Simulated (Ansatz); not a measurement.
## NaMg3TlFe3: relaxing a made-up structure

Starting from a made-up structure for NaMg3TlFe3, the aim is the relaxed cell, its shortest contacts and, where a second run follows, its electronic structure.

Calculated with Ansatz 0.2.0; DFT, PBE, plane-wave PAW, files of the set soft_1, scalar-relativistic, ferromagnetic start, cell and ions relaxed at zero pressure; PAW set soft_1, in the first sound run; inputs show where later runs differ.

## Step 1: The structure

Symmetry: Amm2, No. 38, orthorhombic system. The conventional cell has a = 5.020 Å, b = 6.071 Å, c = 10.883 Å, α = 90.00°, β = 90.00°, γ = 90.00°. Nearest to Tl lie 6 Mg at 3.02 to 3.04 Å and 4 Fe at 3.04 to 3.19 Å and 2 Na at 3.08 Å. Nearest to Fe lie 2 Na at 3.04 Å and 6 Mg at 3.08 to 3.15 Å and 4 Fe at 3.10 Å. Nearest to Fe lie 4 Fe at 3.01 to 3.10 Å and 4 Mg at 3.02 to 3.21 Å and 2 Tl at 3.04 to 3.19 Å and 2 Na at 3.10 Å. Mg has 4 Mg at 2.84 to 3.23 Å and 2 Tl at 3.02 Å and 2 Na at 3.02 to 3.21 Å and 4 Fe at 3.06 to 3.15 Å nearest. Nearest to Mg lie 6 Fe at 3.02 to 3.21 Å and 2 Tl at 3.04 Å and 4 Mg at 3.11 Å. Nearest to Na lie 4 Mg at 3.02 to 3.21 Å and 6 Fe at 3.04 to 3.10 Å and 2 Tl at 3.08 Å. Farther neighbours are not listed.

## Step 2: Relaxation of the guess

The guess takes its coordinates from another compound and its volume from a rule, so the cell and any free coordinates are relaxed together.

Contents of input.yaml:

```yaml
crystal:
  lattice:
    - [5.02, 0.0, 0.0]
    - [0.0, 3.0355, 5.4415]
    - [0.0, -3.0355, 5.4415]
  atoms:
    - { symbol: Tl, position: [0.0, 0.8359, 0.8359] }
    - { symbol: Fe, position: [0.5, 0.1684, 0.1684], spin: 3.0 }
    - { symbol: Fe, position: [0.0, 0.3294, 0.8258], spin: 3.0 }
    - { symbol: Fe, position: [0.0, 0.8258, 0.3294], spin: 3.0 }
    - { symbol: Mg, position: [0.5, 0.1509, 0.6831] }
    - { symbol: Mg, position: [0.5, 0.6831, 0.1509] }
    - { symbol: Mg, position: [0.0, 0.3369, 0.3369] }
    - { symbol: Na, position: [0.5, 0.6717, 0.6717] }
magnetization:
  spin_polarized: true
kpoints:
  mp_grid: { grid: [6, 5, 5] }
scf:
  occupations: { method: fermi_dirac, width: 0.05 }
hamiltonian:
  xc: pbe
  pseudopotentials: { kind: paw, azcp: { folder: soft_1 } }
relax:
  f_tol: 0.015
  max_steps: 70
  cell: {}
output:
  forces: true
  stress: true
```

Launch:

```bash
> ansatz run input.yaml --threads 4 --pin off --max-ram 10240MiB --backend cpu --events-out ev --progress --plain --runs-dir out
```

Numbers of over 12 decimals in the logs are rounded to 6 here.

The log of the run:

```text
Engine: ansatz 0.2.0, x86_64-unknown-linux-gnu
Pseudopotentials: kind: paw
Pseudopotential: Tl, paw, valence charge 13, recommended cutoff 420 eV (normal), soft_1/Tl.paw.azcp
Pseudopotential: Fe, paw, valence charge 16, recommended cutoff 420 eV (normal), soft_1/Fe.paw.azcp
Pseudopotential: Mg, paw, valence charge 10, recommended cutoff 420 eV (normal), soft_1/Mg.paw.azcp
Pseudopotential: Na, paw, valence charge 9, recommended cutoff 420 eV (normal), soft_1/Na.paw.azcp
Functional definition: PBE
  parameter kappa = 0.804
  parameter beta = 0.066725
  exchange = pbe_x(kappa = kappa, mu = beta*pi^2/3)
  correlation = pbe_c(beta = beta)
Crystal: 8 atoms, lattice volume = 165.837 Å³
Basis set: ecut = 420 eV, 3289 PW (Γ), exchange–correlation on 72×90×90 points (8 copies of the dense FFT grid, shifted against one another)
Bands: 66, of which v1, the nominal top of the filled ones, is band 50 counted from 1 (49 counted from 0)
Symmetry: 4 space group operations
Space group: Amm2 (ITA 38), of the structure as read, at distance tolerance 5.5e-5 Å
Magnetic group: BNS 38.187 (UNI 285), of the structure as read, at distance tolerance 5.5e-5 Å
k-points: 36 of 150 (time reversal used)
Non-local potential: Tl, projectors of the file, l = 0: 2, l = 1: 2, l = 2: 2, l = 3: 1
Non-local potential: Fe, projectors of the file, l = 0: 3, l = 1: 2, l = 2: 3, l = 3: 1
Non-local potential: Mg, projectors of the file, l = 0: 3, l = 1: 2, l = 2: 1
Non-local potential: Na, projectors of the file, l = 0: 3, l = 1: 2, l = 2: 1
PAW form: soft (Blöchl's): semilocal exchange-correlation on the pseudo side does not see the compensation charge
PAW one-centre angular grid: Tl, 590 points (default); XC on 64 Gauss nodes
PAW one-centre angular grid: Fe, 590 points (default); XC on 64 Gauss nodes
PAW one-centre angular grid: Mg, 110 points (default); XC on 64 Gauss nodes
PAW one-centre angular grid: Na, 110 points (default); XC on 64 Gauss nodes
Initial density: superposition of atomic densities (chi_scale 0.1, normalization cell, long waves kept (reshape's long-wave potential 0.00 eV rms))
Starting moments: Σ|m| = 9 μB on 3 of 8 sites
Initial wavefunctions: pseudopotential atomic-orbital guess
Functional: x = pbe(κ = 0.804, μ = 0.219515), c = pbe(β = 0.066725)
iter 1 solved again at ethr=2.41e-3 eV; its pass at ethr=3.10e-3 eV (dr2=2.41e0 eV) is discarded
SCF iter   1: F=—  HF=-32140.097658 eV  |F-HF|=—  |Δ(HF+E_count)|=         —  Δρ=2.04e-2 (↑1.70e-2 ↓2.04e-2)  dr2=2.41e0  dr2_m=3.01e-1  M=8.756 μB ∫|m|=9.559 μB  β_m=0.30  ethr=2.41e-3  ⟨swp⟩=1.2  Hψ=22821  notcnv=0
Mixer restart at iter 1: flushing history
preconditioner: auto → Kerker (q_TF=auto, 2.508 Å⁻¹)  [metal: Δε(μ)=0.015 eV  Ē_g=7.226 eV  σ=0.050 eV  W_gap=0.07  n_scr=46 (ndim 8)  ℏωp=19.1 eV  f_vac=0.000  D(μ)=9.19/eV (n_scr^D=82)]
spin=Collinear: Kerker preconditioning applied to the charge; magnetization (m = ρ↑ − ρ↓) channel mixes plain (no charge-response kernel on spin).
SCF iter   2: F=—  HF=-32140.517397 eV  |F-HF|=—  |Δ(HF+E_count)|=   4.20e-1  Δρ=1.44e-2 (↑1.38e-2 ↓1.44e-2)  dr2=1.85e0  dr2_m=1.52e-1  M=8.642 μB ∫|m|=9.571 μB  β_m=0.65  ethr=2.41e-3  ⟨swp⟩=2.0  Hψ=5736  notcnv=0
SCF iter   3: F=—  HF=-32141.212063 eV  |F-HF|=—  |Δ(HF+E_count)|=   6.95e-1  Δρ=6.95e-3 (↑6.95e-3 ↓5.10e-3)  dr2=3.05e-1  dr2_m=1.34e-2  M=8.219 μB ∫|m|=9.646 μB  β_m=0.69  ethr=1.85e-3  ⟨swp⟩=3.0  Hψ=8364  notcnv=0  defer=293
SCF iter   4: F=—  HF=-32141.146848 eV  |F-HF|=—  |Δ(HF+E_count)|=   6.52e-2  Δρ=5.72e-3 (↑4.62e-3 ↓5.72e-3)  dr2=2.77e-1  dr2_m=2.05e-3  M=8.156 μB ∫|m|=9.638 μB  β_m=0.62  ethr=3.05e-4  ⟨swp⟩=2.4  Hψ=9502  notcnv=0  defer=307
SCF iter   5: F=—  HF=-32141.052323 eV  |F-HF|=—  |Δ(HF+E_count)|=         —  Δρ=4.35e-3 (↑2.22e-3 ↓4.35e-3)  dr2=5.87e-2  dr2_m=2.62e-3  M=8.203 μB ∫|m|=9.759 μB  β_m=0.62  ethr=2.77e-4  ⟨swp⟩=3.0  Hψ=7079  notcnv=0  defer=307
Mixer restart at iter 5: flushing history
SCF iter   6: F=—  HF=-32141.096983 eV  |F-HF|=—  |Δ(HF+E_count)|=   4.47e-2  Δρ=1.90e-3 (↑1.90e-3 ↓1.45e-3)  dr2=4.45e-3  dr2_m=3.14e-3  M=8.241 μB ∫|m|=9.781 μB  β_m=0.64  ethr=5.87e-5  ⟨swp⟩=2.0  Hψ=9452  notcnv=0  defer=302
SCF iter   7: F=—  HF=-32141.094113 eV  |F-HF|=—  |Δ(HF+E_count)|=   2.87e-3  Δρ=2.62e-3 (↑8.10e-4 ↓2.62e-3)  dr2=2.32e-2  dr2_m=1.46e-3  M=8.279 μB ∫|m|=9.815 μB  β_m=0.51  ethr=4.45e-6  ⟨swp⟩=2.0  Hψ=9124  notcnv=0  defer=302
SCF iter   8: F=—  HF=-32141.092836 eV  |F-HF|=—  |Δ(HF+E_count)|=   1.28e-3  Δρ=8.70e-4 (↑8.70e-4 ↓8.21e-4)  dr2=2.46e-3  dr2_m=4.01e-5  M=8.298 μB ∫|m|=9.822 μB  β_m=0.69  ethr=4.45e-6  ⟨swp⟩=2.0  Hψ=9202  notcnv=0  defer=302
SCF iter   9: F=—  HF=-32141.095069 eV  |F-HF|=—  |Δ(HF+E_count)|=   2.23e-3  Δρ=4.85e-4 (↑2.90e-4 ↓4.85e-4)  dr2=6.82e-4  dr2_m=3.39e-5  M=8.277 μB ∫|m|=9.804 μB  β_m=0.66  ethr=2.46e-6  ⟨swp⟩=2.0  Hψ=8801  notcnv=0  defer=300
SCF iter  10: F=—  HF=-32141.095149 eV  |F-HF|=—  |Δ(HF+E_count)|=   8.02e-5  Δρ=2.51e-4 (↑1.27e-4 ↓2.51e-4)  dr2=2.26e-4  dr2_m=1.66e-5  M=8.271 μB ∫|m|=9.799 μB  β_m=0.78  ethr=6.82e-7  ⟨swp⟩=2.0  Hψ=8476  notcnv=0  defer=300
SCF iter  11: F=—  HF=-32141.095217 eV  |F-HF|=—  |Δ(HF+E_count)|=   6.72e-5  Δρ=1.57e-4 (↑4.05e-5 ↓1.57e-4)  dr2=2.43e-5  dr2_m=9.71e-6  M=8.270 μB ∫|m|=9.795 μB  β_m=0.89  ethr=2.26e-7  ⟨swp⟩=2.0  Hψ=5860  notcnv=0  defer=300
SCF iter  12: F=—  HF=-32141.095232 eV  |F-HF|=—  |Δ(HF+E_count)|=   1.50e-5  Δρ=1.17e-4 (↑2.89e-5 ↓1.17e-4)  dr2=3.06e-5  dr2_m=3.51e-6  M=8.270 μB ∫|m|=9.793 μB  β_m=0.94  ethr=2.43e-8  ⟨swp⟩=2.0  Hψ=8397  notcnv=0  defer=300
SCF iter  13: F=—  HF=-32141.095234 eV  |F-HF|=—  |Δ(HF+E_count)|=   2.23e-6  Δρ=3.23e-5 (↑9.25e-6 ↓3.23e-5)  dr2=2.69e-6  dr2_m=3.28e-7  M=8.271 μB ∫|m|=9.792 μB  β_m=0.97  ethr=2.43e-8  ⟨swp⟩=2.0  Hψ=7820  notcnv=0  defer=300
SCF iter  14: F=—  HF=-32141.095234 eV  |F-HF|=—  |Δ(HF+E_count)|=   3.56e-7  Δρ=1.15e-5 (↑7.79e-6 ↓1.15e-5)  dr2=4.74e-7  dr2_m=3.16e-8  M=8.271 μB ∫|m|=9.792 μB  β_m=0.90  ethr=2.69e-9  ⟨swp⟩=1.8  Hψ=5161  notcnv=0  defer=300
SCF iter  15: F=—  HF=-32141.095234 eV  |F-HF|=—  |Δ(HF+E_count)|=   3.97e-9  Δρ=9.72e-6 (↑2.05e-6 ↓9.72e-6)  dr2=1.84e-7  dr2_m=3.51e-8  M=8.271 μB ∫|m|=9.792 μB  β_m=0.95  ethr=4.74e-10  ⟨swp⟩=2.0  Hψ=7912  notcnv=0  defer=300
SCF iter  16: F=—  HF=-32141.095234 eV  |F-HF|=—  |Δ(HF+E_count)|=   5.70e-8  Δρ=5.70e-6 (↑2.88e-6 ↓5.70e-6)  dr2=9.39e-8  dr2_m=5.97e-9  M=8.271 μB ∫|m|=9.792 μB  β_m=0.92  ethr=1.84e-10  ⟨swp⟩=2.0  Hψ=5668  notcnv=0  defer=300
[...]
relax step  13: F+E_penalty+E_count = -32142.74468976 eV  Δ(F+E_penalty+E_count) = -5.652e-3 eV  max|allowed force component| = 2.225e-2 eV/Å  Δτ_max = 0.0000 Å  P = +0.131 GPa  Ω = 148.997 Å³  stress off target by 3.89e-1 GPa  SCF on the basis re-selected at this cell (its energy is not comparable with the rows above)  (13 SCF iters)
relax step  14: F+E_penalty+E_count = -32142.74824560 eV  Δ(F+E_penalty+E_count) = -3.556e-3 eV  max|allowed force component| = 1.931e-2 eV/Å  Δτ_max = 0.0262 Å  P = +0.043 GPa  Ω = 149.500 Å³  energy of the carried Pulay correction = -1.627e-4 eV  (9 SCF iters, dr2 threshold 3.77e-7 eV, accepted)
relax step  15: F+E_penalty+E_count = -32142.75020994 eV  Δ(F+E_penalty+E_count) = -1.964e-3 eV  max|allowed force component| = 4.082e-2 eV/Å  Δτ_max = 0.0335 Å  P = +0.020 GPa  Ω = 149.885 Å³  energy of the carried Pulay correction = -2.988e-4 eV  (10 SCF iters, dr2 threshold 1.49e-7 eV, accepted)
relax step  16: F+E_penalty+E_count = -32142.75041505 eV  Δ(F+E_penalty+E_count) = -2.051e-4 eV  max|allowed force component| = 1.508e-2 eV/Å  Δτ_max = 0.0023 Å  P = +0.003 GPa  Ω = 149.918 Å³  energy of the carried Pulay correction = -3.109e-4 eV  (8 SCF iters, dr2 threshold 1.04e-7 eV, accepted)
relax step  17: F+E_penalty+E_count = -32142.75044849 eV  Δ(F+E_penalty+E_count) = -3.344e-5 eV  max|allowed force component| = 7.512e-4 eV/Å  Δτ_max = 0.0015 Å  P = -0.003 GPa  Ω = 149.900 Å³  energy of the carried Pulay correction = -3.064e-4 eV  (8 SCF iters, dr2 threshold 1.42e-8 eV, accepted)
iter 1 solved again at ethr=3.44e-8 eV; its pass at ethr=3.10e-3 eV (dr2=3.44e-5 eV) is discarded
SCF iter   1: F=—  HF=-32142.750301 eV  |F-HF|=—  |Δ(HF+E_count)|=         —  Δρ=1.12e-4 (↑1.12e-4 ↓1.11e-4)  dr2=1.72e-6  dr2_m=6.55e-7  M=7.802 μB ∫|m|=8.925 μB  β_m=0.65  ethr=3.44e-8  ⟨swp⟩=3.8  Hψ=31003  notcnv=0
preconditioner: auto → Kerker (q_TF=auto, 2.023 Å⁻¹)  [metal: Δε(μ)=0.030 eV  Ē_g=8.018 eV  σ=0.050 eV  W_gap=0.15  n_scr=22 (ndim 8)  ℏωp=20.1 eV  f_vac=0.000  D(μ)=4.76/eV (n_scr^D=34)]
spin=Collinear: Kerker preconditioning applied to the charge; magnetization (m = ρ↑ − ρ↓) channel mixes plain (no charge-response kernel on spin).
SCF iter   2: F=—  HF=-32142.750690 eV  |F-HF|=—  |Δ(HF+E_count)|=   3.89e-4  Δρ=4.00e-5 (↑4.00e-5 ↓3.93e-5)  dr2=2.07e-7  dr2_m=7.78e-8  M=7.802 μB ∫|m|=8.925 μB  β_m=0.65  ethr=1.72e-9  ⟨swp⟩=2.0  Hψ=7499  notcnv=0
SCF iter   3: F=—  HF=-32142.750747 eV  |F-HF|=—  |Δ(HF+E_count)|=   5.65e-5  Δρ=3.22e-6 (↑1.94e-6 ↓3.22e-6)  dr2=1.12e-8  dr2_m=2.93e-9  M=7.802 μB ∫|m|=8.925 μB  β_m=0.82  ethr=2.07e-10  ⟨swp⟩=2.0  Hψ=7572  notcnv=0
SCF iter   4: F=—  HF=-32142.750747 eV  |F-HF|=—  |Δ(HF+E_count)|=   6.48e-8  Δρ=1.73e-6 (↑1.73e-6 ↓1.19e-6)  dr2=6.30e-9  dr2_m=1.06e-9  M=7.802 μB ∫|m|=8.925 μB  β_m=0.79  ethr=1.12e-11  ⟨swp⟩=2.1  Hψ=8274  notcnv=0
SCF iter   5: F=—  HF=-32142.750749 eV  |F-HF|=—  |Δ(HF+E_count)|=   2.53e-6  Δρ=7.10e-7 (↑7.10e-7 ↓5.92e-7)  dr2=1.29e-9  dr2_m=1.17e-10  M=7.802 μB ∫|m|=8.925 μB  β_m=0.76  ethr=6.30e-12  ⟨swp⟩=2.0  Hψ=8315  notcnv=0
SCF iter   6: F=—  HF=-32142.750749 eV  |F-HF|=—  |Δ(HF+E_count)|=   1.20e-9  Δρ=2.80e-7 (↑2.07e-7 ↓2.80e-7)  dr2=2.08e-10  dr2_m=2.59e-11  M=7.802 μB ∫|m|=8.925 μB  β_m=0.88  ethr=1.29e-12  ⟨swp⟩=2.0  Hψ=7794  notcnv=0
SCF iter   7: F=—  HF=-32142.750749 eV  |F-HF|=—  |Δ(HF+E_count)|=  2.58e-10  Δρ=1.21e-7 (↑1.21e-7 ↓1.01e-7)  dr2=4.06e-11  dr2_m=5.70e-12  M=7.802 μB ∫|m|=8.925 μB  β_m=0.84  ethr=1.00e-12  ⟨swp⟩=2.0  Hψ=5817  notcnv=0
SCF iter   8: F=—  HF=-32142.750749 eV  |F-HF|=—  |Δ(HF+E_count)|=  7.28e-12  Δρ=9.77e-8 (↑9.77e-8 ↓5.20e-8)  dr2=2.16e-11  dr2_m=1.99e-12  M=7.802 μB ∫|m|=8.925 μB  β_m=0.72  ethr=1.00e-12  ⟨swp⟩=1.6  Hψ=4859  notcnv=0
SCF iter   9: F=-32142.750749 eV  HF=-32142.750749 eV  |F-HF|=2.18e-11  |Δ(HF+E_count)|=  7.28e-12  Δρ=9.43e-8 (↑3.22e-8 ↓9.43e-8)  dr2=2.55e-11  dr2_m=1.60e-12  M=7.802 μB ∫|m|=8.925 μB  ethr=1.00e-12  ⟨swp⟩=2.5  Hψ=13516  notcnv=0
SCF 18 converged in 9 iterations: F = -32142.750749 eV  dr2 = 2.55e-11
relax step  18: F+E_penalty+E_count = -32142.75074947 eV  Δ(F+E_penalty+E_count) = -3.010e-4 eV  max|allowed force component| = 7.738e-4 eV/Å  Δτ_max = 0.0000 Å  P = -0.003 GPa  Ω = 149.900 Å³  stress off target by 5.03e-3 GPa  SCF on the basis re-selected at this cell (its energy is not comparable with the rows above)  (9 SCF iters)
basis re-selected at this cell: Δ(F+E_penalty+E_count) = -3.010e-4 eV, ΔP = -0.000 GPa vs the last step (what re-selecting the basis moved, of the pressure what is left beyond the Pulay correction that the steps carried, after the strain that the cell walked since its last selection, with what the two solves' SCF thresholds leave and, on support functions, any second-order correction that the steps lacked; it is no m [...]
SCF converged after 9 iterations
Magnetization: 7.8020 μB (53.9010 up, 46.0990 down)
Absolute magnetization: 8.9277 μB (∫|ρ↑−ρ↓|, with the PAW one-centre terms)
Spin contamination: 0.4861 ħ² per cell (⟨S²⟩ above its minimum at these occupations)
Per-site moments (μB) at R_I (Å): [(-0.00165253, 1.194395), (2.661434, 1.072215), (2.608373, 0.952510), (2.608373, 0.952510), (-0.035160, 1.159035), (-0.035160, 1.159035), (-0.046839, 1.126557), (-0.012919, 1.159035)]
Free energy (F): -32142.750749 eV
Harris-Foulkes:  -32142.750749 eV  (|F-HF|=2.18e-11)
Internal energy: -32142.711279 eV  (E = F + TS)
E sigma→0 (E₀):  -32142.731014 eV
Entropy (-TS):   -0.039471 eV (-4.934 meV/atom)
Fermi energy:    9.394614 eV
--- Per-component energies (eV) ---
  E_band       = -2201.880556
  E_kinetic    = 1574.257490
  E_local      = -16338.090639  (includes V_loc(G=0)·N_el)
  E_nonlocal   = 2059.196548
  E_hartree    = 6326.181074
  E_xc         = -628.156923
  E_vxc        = -691.732940  (∫ρ·V_xc dr)
  E_paw        = -15535.675196  (= ΣΔE_a)
  E_vpaw       = -1457.869492  (= ΣTr[D̂ρ^β])
  E_aug_tail   = -0.003592  (compensation charges beyond the density's cutoff)
  E_ewald      = -9600.420041
  E_smearing   = -0.039471  (= −TS)
  E_closure    = -0.000000  (closes the sum)
  Σ components = -32142.750749   (vs F -32142.750749, Δ=0.00e0)
--- Forces (eV/Å), atoms counted from 1 ---
  atom   1  Tl     0.00000000     0.00000000    -0.00041691
  atom   2  Fe     0.00000000    -0.00000000    -0.00044715
  atom   3  Fe    -0.00000000    -0.00060798     0.00057632
  atom   4  Fe    -0.00000000     0.00060798     0.00057632
  atom   5  Mg    -0.00000000    -0.00006480     0.00009168
  atom   6  Mg    -0.00000000     0.00006480     0.00009168
  atom   7  Mg    -0.00000000     0.00000000    -0.00077377
  atom   8  Na     0.00000000    -0.00000000     0.00030225
  max |Σ_I F_I| component: 4.21e-7 eV/Å
--- Stress (GPa, compression-positive) ---
       -0.005025       0.000000       0.000000
        0.000000      -0.001464      -0.000000
        0.000000      -0.000000      -0.002279
  P = ⅓ Tr σ = -0.0029 GPa (-0.029 kbar)
--- Relaxed structure (16 steps of the walk, 15 accepted, 2 SCFs on fresh bases) ---
  F+E_penalty+E_count = -32142.75074947 eV   max|allowed force component| = 7.738e-4 eV/Å   (the final SCF, on the basis selected at the relaxed cell)
  cell:  # Å, volume = 149.8998 Å³
    - [4.536111, -1.793944022902098e-17, 0]
    - [-1.0847643588683913e-17, 3.523512, 4.689338]
    - [1.0847643588683879e-17, -3.523512, 4.689338]
  atoms:
    - { symbol: Tl, position: [0, 0.817232, 0.817232] }
    - { symbol: Fe, position: [0.5, 0.164623, 0.164623] }
    - { symbol: Fe, position: [5.905286787276783e-18, 0.272106, 0.944434] }
    - { symbol: Fe, position: [-5.9052867872767766e-18, 0.944434, 0.272106] }
    - { symbol: Mg, position: [0.5, 0.131905, 0.676574] }
    - { symbol: Mg, position: [0.5, 0.676574, 0.131905] }
    - { symbol: Mg, position: [0, 0.372166, 0.372166] }
    - { symbol: Na, position: [0.5, 0.623061, 0.623061] }
```

It took 8.4 min on 4 threads of Intel Xeon Platinum 8375C at 2.90GHz (Ice Lake), shared host; peak memory 0.99 GiB; 31 min of CPU time.

The steps of the relaxation:

```
step  energy less that of the first step (eV)  largest force component (eV/Å)  pressure (GPa)  volume (Å³)
   1                                   0.0000                          0.8219           -5.15       165.84
   2                                  -0.9520                          0.8864           -1.31       147.55
   3                                  -1.2903                          0.3281            1.60       143.03
   4                                  -1.3229                          1.8037            2.91       146.66
   5                                  -1.5223                          0.3619           -0.34       151.00
   6                                  -1.5758                          0.1452            0.23       149.78
   7                                  -1.6197                          0.0916            0.24       148.97
   8                                  -1.6374                          0.0874            0.23       148.13
   9                                  -1.6431                          0.0323           -0.18       149.59
  10                                  -1.6437                          0.0195            0.00       149.03
  11                                  -1.6436                          0.0410            0.06       148.78
  12                                  -1.6438                          0.0027            0.00       149.00
 13*                                  -1.6495                          0.0223            0.13       149.00
  14                                  -1.6530                          0.0193            0.04       149.50
  15                                  -1.6550                          0.0408            0.02       149.89
  16                                  -1.6552                          0.0151            0.00       149.92
  17                                  -1.6552                          0.0008            0.00       149.90
 18*                                  -1.6555                          0.0008            0.00       149.90
```

Relaxation steps marked * repeat the geometry before them on a plane-wave basis chosen anew for their cell, so energy and pressure can jump there. Relaxation step 11 was tried and not accepted.

The run keeps the 4 symmetry operations that it works with, so distortions that break them were not tested.

```csv
cell as run,before,after,change
a (Å),5.020,4.536,-9.6 %
b (Å),6.231,5.866,-5.9 %
c (Å),6.231,5.866,-5.9 %
α (°),58.31,73.84,+26.6 %
volume (Å³/atom),20.73,18.74,-9.6 %
```

The atoms that moved most (Å, as changes of fractional coordinates times the final cell):

```csv
atom,dx,dy,dz,length
Fe4,0.000,0.620,0.288,0.683
Fe3,0.000,-0.620,0.288,0.683
Na8,0.000,0.000,-0.456,0.456
Mg7,0.000,0.000,0.331,0.331
Tl1,0.000,0.000,-0.175,0.175
Mg5,0.000,-0.044,-0.120,0.127
Mg6,0.000,0.044,-0.120,0.127
Fe2,0.000,0.000,-0.035,0.035
```

This step gave:

```
free energy             : -32142.7507 eV
energy at zero smearing : -32142.7310 eV
smearing term TS        : 0.03947 eV
Fermi energy            : 9.395 eV
magnetization           : 7.802 μB
absolute magnetization  : 8.928 μB
site moments            : -0.001653, 2.661, 2.608, 2.608, -0.03516, -0.03516, -0.04684, -0.01292 μB
electrons               : 100
symmetry operations     : 4
pressure                : -0.002923 GPa
```

Site moment by atom:

```csv
atom,site moment (μB)
Tl1,0.00
Fe2,2.66
Fe3,2.61
Fe4,2.61
Mg5,-0.04
Mg6,-0.04
Mg7,-0.05
Na8,-0.01
```

The shortest distance of each pair, which need not be the same contact before and after:

```
 pair  guess (Å)  relaxed (Å)
Fe–Fe      3.014        2.309
Fe–Mg      3.022        2.731
Mg–Na      3.024        2.810
Mg–Tl      3.016        2.896
Na–Tl      3.081        2.909
```

The relaxation ends with a largest force component of 7.7e-4 eV/Å and a pressure of 0.00 GPa.

[end of part 1 of 2]

[Logs are printed without paths, hosts, clocks, repeated set-up lines and the standing remarks that a program may print on its own settings, such as how far it seeks lower states.]

[Hosts, paths, dates, database ids (printed as entryN), source tags and the programs' standing remarks are cut or masked in the printed files.]
